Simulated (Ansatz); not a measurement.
## Heat carried by phonons in MgO (Periclase, Fm-3m)

How well does the lattice of MgO (Periclase) conduct heat?

Measurements to reproduce:
- thermal conductivity 60 W/m/K near room temperature (given in “Combining the AFLOW GIBBS and Elastic Libraries to efficiently and robustly screen thermo-mechanical properties of solids”, 2017, arXiv:1611.05714)
- thermal conductivity 60 W/m/K near room temperature (given in “Predicting the lattice thermal conductivity of solids by solving the Boltzmann transport equation: AFLOW - AAPL an automated, accurate and efficient framework”, 2017, arXiv:1611.05481)

Calculated with Ansatz 0.2.0; DFT LDA, scalar-relativistic, plane waves, PAW; PAW set soft_1.

The database entry behind the starting cell differs from later determinations by our own check (about 0.1 % long), so it need not match the best structure at ambient conditions.

## Step 1: The structure

The structure is cubic, space group Fm-3m (No. 225). The conventional cell has a = 4.217 Å, b = 4.217 Å, c = 4.217 Å, α = 90.00°, β = 90.00°, γ = 90.00°. Nearest to Mg lie 6 O at 2.11 Å. O has 6 Mg at 2.11 Å nearest. Farther neighbours and most contacts between anions are not listed.

## Step 2: Probe on a coarse mesh

A cheap single point shows whether the cell is a metal or an insulator and how far it is from rest; that sets the k-mesh and the occupations of what follows.

File input.yaml:

```yaml
crystal:
  lattice:
    - [0.0, 2.1085, 2.1085]
    - [2.1085, 0.0, 2.1085]
    - [2.1085, 2.1085, 0.0]
  atoms:
    - { symbol: Mg, position: [0.0, 0.0, 0.0] }
    - { symbol: O, position: [0.5, 0.5, 0.5] }
kpoints:
  mp_grid: { grid: [8, 8, 8] }
hamiltonian:
  xc: lda
  pseudopotentials: { kind: paw, azcp: { folder: soft_1 }, xc_functional: pbe }
scf:
  occupations: { method: gaussian, width: 0.1 }
  lower_state_search: "off"
output:
  forces: true
  stress: true
  eigenvalues: true
```

On the command line:

```bash
> ansatz run input.yaml --threads 18 --pin off --max-ram 92160MiB --backend cuda --events-out ev --progress --plain --runs-dir out --max-vram 78GiB
```

Numbers of over 12 decimals in the logs are rounded to 6 here.

What it wrote:

```text
Engine: ansatz 0.2.0, aarch64-unknown-linux-gnu
Pseudopotentials: kind: paw
Pseudopotential: Mg, paw, valence charge 10, recommended cutoff 420 eV (normal), soft_1/Mg.paw.azcp
Pseudopotential: O, paw, valence charge 6, recommended cutoff 420 eV (normal), soft_1/O.paw.azcp
Functional definition: SPW92
  exchange = slater_x
  correlation = pw_c
device memory: the entry about to start is reckoned to put 0.6 GiB on a device that reports 151.8 GiB free (of which the cap on the GPU budget leaves the run 78.0 GiB)
GPU FFT provider: cuFFT
GPU libraries: cuBLAS 13.8.1, cuFFT 12.4.0, cuSOLVER 12.3.2
GPU matrix products: emulated (plane waves: as basis.precision tells), large ones in fixed point in workspaces of 1.00 GiB
Crystal: 2 atoms, lattice volume = 18.748 Å³
Basis set: ecut = 420 eV, 339 PW (Γ)
Bands: 12, of which v1, the nominal top of the filled ones, is band 8 counted from 1 (7 counted from 0)
Symmetry: 48 space group operations
Space group: Fm-3m (ITA 225), of the structure as read, at distance tolerance 2.7e-5 Å
k-points: 29 of 512
Non-local potential: Mg, projectors of the file, l = 0: 3, l = 1: 2, l = 2: 1
Non-local potential: O, projectors of the file, l = 0: 2, l = 1: 2, l = 2: 1
PAW form: soft (Blöchl's): semilocal exchange-correlation on the pseudo side does not see the compensation charge
PAW frozen core: Mg, regenerated for the run's functional, and the local potential with it (the file was generated under x = pbe(κ = 0.804, μ = 0.219515), c = pbe(β = 0.066725))
PAW frozen core: O, regenerated for the run's functional, and the local potential with it (the file was generated under x = pbe(κ = 0.804, μ = 0.219515), c = pbe(β = 0.066725))
PAW one-centre angular grid: Mg, 110 points (default); XC on 64 Gauss nodes
PAW one-centre angular grid: O, 110 points (default); XC on 64 Gauss nodes
Initial density: superposition of atomic densities (chi_scale 0.1, normalization cell, long waves kept (reshape's long-wave potential 0.00 eV rms))
Initial wavefunctions: pseudopotential atomic-orbital guess
GPU buffer pool allocated for 8000 grid points (all kernels)
GPU transforms: local potential and band sums: pruned to the plane-wave sphere, on 20×20×20
Functional: x = slater, c = lda
SCF iter   1: F=—  HF=-2460.096443 eV  |F-HF|=—  |Δ(HF+E_count)|=         —  Δρ=6.84e-2  dr2=4.51e-1  ethr=3.10e-3  ⟨swp⟩=5.9  Hψ=2109  notcnv=0
preconditioner: auto → none  [insulator: Δε(μ)=4.373 eV  Ē_g=18.048 eV  σ=0.100 eV  W_gap=1.00  n_scr=8 (ndim 8)  ℏωp=24.3 eV  f_vac=0.000  D(μ)=0.00/eV (n_scr^D=0)  ε∞_Penn≈2.8]
SCF iter   2: F=—  HF=-2460.027252 eV  |F-HF|=—  |Δ(HF+E_count)|=   6.92e-2  Δρ=2.58e-2  dr2=7.31e-2  ethr=2.82e-3  ⟨swp⟩=2.1  Hψ=708  notcnv=0
SCF iter   3: F=—  HF=-2460.045610 eV  |F-HF|=—  |Δ(HF+E_count)|=   1.84e-2  Δρ=4.20e-3  dr2=2.12e-3  ethr=4.57e-4  ⟨swp⟩=2.7  Hψ=619  notcnv=0
SCF iter   4: F=—  HF=-2460.046999 eV  |F-HF|=—  |Δ(HF+E_count)|=   1.39e-3  Δρ=2.75e-4  dr2=1.11e-5  ethr=1.33e-5  ⟨swp⟩=2.7  Hψ=473  notcnv=0
SCF iter   5: F=—  HF=-2460.046981 eV  |F-HF|=—  |Δ(HF+E_count)|=   1.78e-5  Δρ=1.27e-4  dr2=1.37e-6  ethr=6.96e-8  ⟨swp⟩=2.0  Hψ=580  notcnv=0
SCF iter   6: F=-2460.046980 eV  HF=-2460.046980 eV  |F-HF|=1.65e-8  |Δ(HF+E_count)|=   7.85e-7  Δρ=1.07e-5  dr2=5.23e-9  ethr=6.25e-10  ⟨swp⟩=4.0  Hψ=2126  notcnv=0
SCF 1 converged in 6 iterations: F = -2460.046980 eV  dr2 = 5.23e-9
  greatest PAW one-centre occupation: 1.000 electrons in one spin orbital (limit 2), on the Mg atom at site 0 (counted from 0), in its partial waves of l = 1
SCF converged after 6 iterations
Free energy (F): -2460.046980 eV
Harris-Foulkes:  -2460.046980 eV  (|F-HF|=1.65e-8)
Internal energy: -2460.046980 eV  (E = F + TS)
E sigma→0 (E₀):  -2460.046980 eV
Fermi energy:    9.953707 eV
--- Per-component energies (eV) ---
  E_band       = -297.532710
  E_kinetic    = 242.261789
  E_local      = -1693.884782  (includes V_loc(G=0)·N_el)
  E_nonlocal   = 249.355669
  E_hartree    = 560.137182
  E_xc         = -99.085742
  E_vxc        = -127.829104  (∫ρ·V_xc dr)
  E_paw        = -431.222396  (= ΣΔE_a)
  E_vpaw       = -87.713034  (= ΣTr[D̂ρ^β])
  E_aug_tail   = 0.000775  (compensation charges beyond the density's cutoff)
  E_ewald      = -1287.856876
  E_core_change = 0.247401  (= ΣΔE_core)
  E_smearing   = -0.000000  (= −TS)
  E_closure    = -0.000000  (closes the sum)
  Σ components = -2460.046980   (vs F -2460.046980, Δ=0.00e0)
--- Forces (eV/Å), atoms counted from 1 ---
  atom   1  Mg     0.00000000     0.00000000    -0.00000000
  atom   2  O     -0.00000000    -0.00000000     0.00000000
  max |Σ_I F_I| component: 3.03e-24 eV/Å
--- Stress (GPa, compression-positive) ---
       -6.402020       0.000000      -0.000000
        0.000000      -6.402020       0.000000
       -0.000000      -0.000000      -6.402020
  P = ⅓ Tr σ = -6.4020 GPa (-64.020 kbar)
--- Band table (eV; the first three rows and the last of 29) ---
  k-point 0: bands = [... 4 lower, -9.3413, 7.6386, 7.6386, 7.6386, 12.2664, 23.1602, 23.1602, 23.1602]
  k-point 1: bands = [... 4 lower, -9.1666, 6.6767, 7.5350, 7.5350, 13.1720, 21.5082, 23.5109, 23.5109]
  k-point 2: bands = [... 4 lower, -8.7126, 4.9585, 7.2971, 7.2971, 14.5907, 19.9772, 23.9820, 23.9820]
  k-point 28: bands = [... 4 lower, -7.6673, 4.6660, 4.6660, 5.8443, 19.0725, 19.0725, 19.4721, 22.8527]
```

It took 0.85 s on 1 × NVIDIA GB200 with 18 threads of Arm Neoverse V2, shared host; peak memory 0.97 GiB.

Reading the cycles: dr2 is the Hartree energy of the density residual (eV), the measure of convergence; HF is the Harris–Foulkes estimate of the energy, which meets the free energy F at convergence.

Numbers from this step:

```yaml
pressure: -6.402 GPa
gap_on_the_k_mesh: 4.628 eV
volume_per_atom: 9.374 Å³/atom
```

The start is under -6.4 GPa at this level and looks like an insulator or semiconductor on this mesh.

## Step 3: Relaxation

The vibrations must be taken about the equilibrium of this functional, not about the starting cell, so the structure is relaxed.

input.yaml, the sections that differ from step 2:

```yaml
kpoints:
  mp_grid: { grid: [10, 10, 10] }
scf:
  occupations: { method: gaussian, width: 0.02 }
  lower_state_search: "off"
relax:
  adjacent_minimum: "off"
  f_tol: 0.005
  max_steps: 80
  cell: { stress_tol: 0.05 }
# crystal, hamiltonian, output: as in step 2
```

What it wrote:

```text
[...]
Crystal: 2 atoms, lattice volume = 18.748 Å³
Basis set: ecut = 420 eV, 339 PW (Γ)
Bands: 12, of which v1, the nominal top of the filled ones, is band 8 counted from 1 (7 counted from 0)
Symmetry: 48 space group operations
[...]
k-points: 47 of 1000
[...]
SCF iter   1: F=—  HF=-2460.095850 eV  |F-HF|=—  |Δ(HF+E_count)|=         —  Δρ=6.83e-2  dr2=4.50e-1  ethr=3.10e-3  ⟨swp⟩=6.1  Hψ=3467  notcnv=0
[...]
SCF iter   2: F=—  HF=-2460.027289 eV  |F-HF|=—  |Δ(HF+E_count)|=   6.86e-2  Δρ=2.59e-2  dr2=7.31e-2  ethr=2.81e-3  ⟨swp⟩=2.1  Hψ=1151  notcnv=0
[...]
SCF iter   6: F=-2460.047072 eV  HF=-2460.047072 eV  |F-HF|=1.39e-8  |Δ(HF+E_count)|=   6.56e-7  Δρ=1.04e-5  dr2=5.90e-9  ethr=6.25e-10  ⟨swp⟩=3.0  Hψ=2308  notcnv=0
SCF 1 converged in 6 iterations: F = -2460.047072 eV  dr2 = 5.90e-9
[...]
relax step   1: F+E_penalty+E_count = -2460.04707235 eV  Δ(F+E_penalty+E_count) = +0.000e0 eV  max|allowed force component| = 1.982e-25 eV/Å  Δτ_max = 0.0000 Å  P = -6.397 GPa  Ω = 18.748 Å³  (6 SCF iters, dr2 threshold 1.00e-7 eV, accepted)
[...]
Crystal: 2 atoms, lattice volume = 18.430 Å³
[...]
iter 1 solved again at ethr=3.14e-6 eV; its pass at ethr=3.10e-3 eV (dr2=5.02e-4 eV) is discarded
[...]
SCF iter   2: F=—  HF=-2460.058230 eV  |F-HF|=—  |Δ(HF+E_count)|=   1.17e-4  Δρ=6.11e-4  dr2=4.96e-5  ethr=3.07e-6  ⟨swp⟩=2.4  Hψ=734  notcnv=0
[...]
SCF iter   6: F=-2460.058215 eV  HF=-2460.058215 eV  |F-HF|=2.68e-11  |Δ(HF+E_count)|=  6.59e-11  Δρ=4.80e-7  dr2=1.36e-11  ethr=3.16e-12  ⟨swp⟩=1.2  Hψ=1745  notcnv=0
SCF 2 converged in 6 iterations: F = -2460.058215 eV  dr2 = 1.36e-11
relax step   2: F+E_penalty+E_count = -2460.05821539 eV  Δ(F+E_penalty+E_count) = -1.114e-2 eV  max|allowed force component| = 8.347e-27 eV/Å  Δτ_max = 0.0000 Å  P = -3.723 GPa  Ω = 18.430 Å³  energy of the carried Pulay correction = +1.066e-3 eV  (6 SCF iters, dr2 threshold 2.00e-7 eV, accepted)
[...]
Crystal: 2 atoms, lattice volume = 18.005 Å³
[...]
SCF 3 converged in 6 iterations: F = -2460.064415 eV  dr2 = 6.75e-12
relax step   3: F+E_penalty+E_count = -2460.06441517 eV  Δ(F+E_penalty+E_count) = -6.200e-3 eV  max|allowed force component| = 4.793e-26 eV/Å  Δτ_max = 0.0000 Å  P = +0.220 GPa  Ω = 18.005 Å³  energy of the carried Pulay correction = +2.521e-3 eV  (6 SCF iters, dr2 threshold 2.00e-7 eV, accepted)
[...]
relax step   4: F+E_penalty+E_count = -2460.06435029 eV  Δ(F+E_penalty+E_count) = +6.488e-5 eV  max|allowed force component| = 3.770e-27 eV/Å  Δτ_max = 0.0000 Å  P = -0.007 GPa  Ω = 18.028 Å³  energy of the carried Pulay correction = +2.440e-3 eV  (6 SCF iters, dr2 threshold 1.21e-7 eV, accepted)
[...]
relax step   5: F+E_penalty+E_count = -2460.06240339 eV  Δ(F+E_penalty+E_count) = +1.947e-3 eV  max|allowed force component| = 6.968e-29 eV/Å  Δτ_max = 0.0000 Å  P = -0.213 GPa  Ω = 18.028 Å³  stress off target by 2.13e-1 GPa  SCF on the basis re-selected at this cell (its energy is not comparable with the rows above)  (6 SCF iters)
[...]
relax step   6: F+E_penalty+E_count = -2460.06249132 eV  Δ(F+E_penalty+E_count) = -8.792e-5 eV  max|allowed force component| = 1.346e-27 eV/Å  Δτ_max = 0.0000 Å  P = -0.001 GPa  Ω = 18.006 Å³  energy of the carried Pulay correction = +7.328e-5 eV  (6 SCF iters, dr2 threshold 1.14e-7 eV, accepted)
[...]
SCF iter   1: F=—  HF=-2460.062265 eV  |F-HF|=—  |Δ(HF+E_count)|=         —  Δρ=2.98e-5  dr2=2.26e-8  ethr=1.28e-7  ⟨swp⟩=3.0  Hψ=5091  notcnv=0
[...]
SCF iter   2: F=—  HF=-2460.062277 eV  |F-HF|=—  |Δ(HF+E_count)|=   1.21e-5  Δρ=1.35e-5  dr2=3.90e-9  ethr=1.41e-10  ⟨swp⟩=2.6  Hψ=968  notcnv=0
[...]
SCF iter   8: F=-2460.062277 eV  HF=-2460.062277 eV  |F-HF|=0.00e0  |Δ(HF+E_count)|=  9.09e-13  Δρ=3.46e-11  dr2=1.11e-19  ethr=1.00e-12  ⟨swp⟩=1.7  Hψ=1399  notcnv=0
SCF 7 converged in 8 iterations: F = -2460.062277 eV  dr2 = 1.11e-19
relax step   7: F+E_penalty+E_count = -2460.06227658 eV  Δ(F+E_penalty+E_count) = +2.147e-4 eV  max|allowed force component| = 1.788e-29 eV/Å  Δτ_max = 0.0000 Å  P = -0.007 GPa  Ω = 18.006 Å³  stress off target by 7.20e-3 GPa  SCF on the basis re-selected at this cell (its energy is not comparable with the rows above)  (8 SCF iters)
basis re-selected at this cell: Δ(F+E_penalty+E_count) = +2.147e-4 eV, ΔP = -0.006 GPa vs the last step (what re-selecting the basis moved, of the pressure what is left beyond the Pulay correction that the steps carried, after the strain that the cell walked since its last selection, with what the two solves' SCF thresholds leave and, on support functions, any second-order correction that the steps lacked; it is no m [...]
SCF converged after 8 iterations
Free energy (F): -2460.062277 eV
[...]
Internal energy: -2460.062277 eV  (E = F + TS)
E sigma→0 (E₀):  -2460.062277 eV
Fermi energy:    10.659776 eV
[...]
--- Stress (GPa, compression-positive) ---
       -0.007199      -0.000000      -0.000000
       -0.000000      -0.007199      -0.000000
       -0.000000      -0.000000      -0.007199
  P = ⅓ Tr σ = -0.0072 GPa (-0.072 kbar)
--- Band table (eV; the first three rows and the last of 47) ---
  k-point 0: bands = [... 4 lower, -9.0479, 8.1453, 8.1453, 8.1453, 13.1742, 23.8869, 23.8869, 23.8869]
  k-point 1: bands = [... 4 lower, -8.9265, 7.4816, 8.0728, 8.0728, 13.7921, 22.6480, 24.1372, 24.1372]
  k-point 2: bands = [... 4 lower, -8.5919, 6.1105, 7.8887, 7.8887, 14.9617, 21.1649, 24.6572, 24.6572]
  k-point 46: bands = [... 4 lower, -7.2504, 4.6484, 5.4873, 6.3182, 19.1502, 20.1435, 20.4370, 24.3011]
--- Relaxed structure (5 steps of the walk, 5 accepted, 2 SCFs on fresh bases) ---
  F+E_penalty+E_count = -2460.06227658 eV   max|allowed force component| = 1.788e-29 eV/Å   (the final SCF, on the basis selected at the relaxed cell)
  cell:  # Å, volume = 18.0062 Å³
    - [0, 2.080323, 2.080323]
    - [2.080323, 0, 2.080323]
    - [2.080323, 2.080323, 0]
  atoms:
    - { symbol: Mg, position: [0, 0, 0] }
    - { symbol: O, position: [0.5, 0.5, 0.5] }
```

Run time: 5.4 s. Hardware: 1 × NVIDIA GB200 with 18 threads; peak memory 0.95 GiB.

The steps of the relaxation:

```csv
step,energy less that of the first step (eV),largest force component (eV/Å),pressure (GPa),volume (Å³)
1,0.0000,0.0000,-6.40,18.75
2,-0.0111,0.0000,-3.72,18.43
3,-0.0173,0.0000,0.22,18.00
4,-0.0173,0.0000,-0.01,18.03
5,-0.0153,0.0000,-0.21,18.03
6,-0.0154,0.0000,0.00,18.01
7*,-0.0152,0.0000,-0.01,18.01
```

Relaxation steps marked * repeat the geometry before them on a plane-wave basis chosen anew for their cell, so energy and pressure can jump there. The log counts 2 steps on a newly chosen plane-wave basis, not all of them marked here; energy and pressure can jump at such steps.

The run keeps the 48 symmetry operations that it works with, so distortions that break them were not tested.

```csv
"conventional cell, symmetrised",before,after,change
a (Å),4.217,4.161,-1.3 %
b (Å),4.217,4.161,-1.3 %
c (Å),4.217,4.161,-1.3 %
volume (Å³/atom),9.37,9.00,-4.0 %
```

Final coordinates:

```xyz
2
Lattice="0.0000 2.0803 2.0803 2.0803 0.0000 2.0803 2.0803 2.0803 0.0000" Properties=species:S:1:pos:R:3 pbc="T T T"
Mg    0.0000    0.0000    0.0000
O     2.0803    2.0803    2.0803
```

Numbers from this step:

| Property | Result |
| --- | --- |
| pressure | -0.007199 GPa |
| gap on the k-mesh | 5.029 eV |
| volume per atom | 9.003 Å³/atom |

The relaxation ends with a pressure of -0.01 GPa.

## Step 4: Relaxing to small residual forces and stress

The thresholds are tightened for a last relaxation ahead of the phonons, and where mesh or smearing change with them the cell follows.

input.yaml, the sections that differ from step 3:

```yaml
crystal:
  lattice:
    - [0.0, 2.0803230081, 2.0803230081]
    - [2.0803230081, 0.0, 2.0803230081]
    - [2.0803230081, 2.0803230081, 0.0]
  atoms:
    - { symbol: Mg, position: [0.0, 0.0, 0.0] }
    - { symbol: O, position: [0.5, 0.5, 0.5] }
kpoints:
  mp_grid: { grid: [12, 12, 12] }
scf:
  occupations: { method: fixed }
  lower_state_search: "off"
relax:
  adjacent_minimum: "off"
  f_tol: 0.001
  max_steps: 60
  cell: { stress_tol: 0.01 }
# hamiltonian, output: as in step 3
```

What it wrote:

```text
[...]
GPU FFT provider: cuFFT
GPU libraries: cuBLAS 13.8.1, cuFFT 12.4.0, cuSOLVER 12.3.2
[...]
Crystal: 2 atoms, lattice volume = 18.006 Å³
Basis set: ecut = 420 eV, 339 PW (Γ)
Bands: 12, of which v1, the nominal top of the filled ones, is band 8 counted from 1 (7 counted from 0)
Symmetry: 48 space group operations
[...]
k-points: 72 of 1728
[...]
k-point 71: bands = [... 4 lower, -7.2430, 5.0450, 5.0450, 6.2762, 19.8489, 19.8489, 20.4674, 23.8944]
--- Relaxed structure (1 steps of the walk, 1 accepted, 1 SCFs on fresh bases) ---
[...]
cell:  # Å, volume = 18.0062 Å³
    - [0.0, 2.0803230081, 2.0803230081]
    - [2.0803230081, 0.0, 2.0803230081]
    - [2.0803230081, 2.0803230081, 0.0]
  atoms:
    - { symbol: Mg, position: [0.0, 0.0, 0.0] }
    - { symbol: O, position: [0.5, 0.5, 0.5] }
[key lines of the parts left out:]
SCF converged after 5 iterations
Free energy (F): -2460.062319 eV
Fermi energy:    8.145263 eV
P = ⅓ Tr σ = -0.0095 GPa (-0.095 kbar)
```

The job ended after 2.1 s (1 × NVIDIA GB200 with 18 threads; peak memory 0.93 GiB; 5.1 s of CPU time).

Little changed from the start: no atom moved by 0.005 Å and no cell edge by 0.1 %.

Numbers from this step:

```yaml
pressure: -0.009542 GPa
```

The residual pressure is -0.0095 GPa, small enough for phonons.

(Continued in part 2 of 2.)

[Logs are printed without paths, hosts, clocks, repeated set-up lines and the standing remarks that a program may print on its own settings, such as how far it seeks lower states.]

[Hosts, paths, dates, database ids (printed as entryN), source tags and the programs' standing remarks are cut or masked in the printed files.]

[A step with changed settings may run another functional than the one named; its input shows which.]
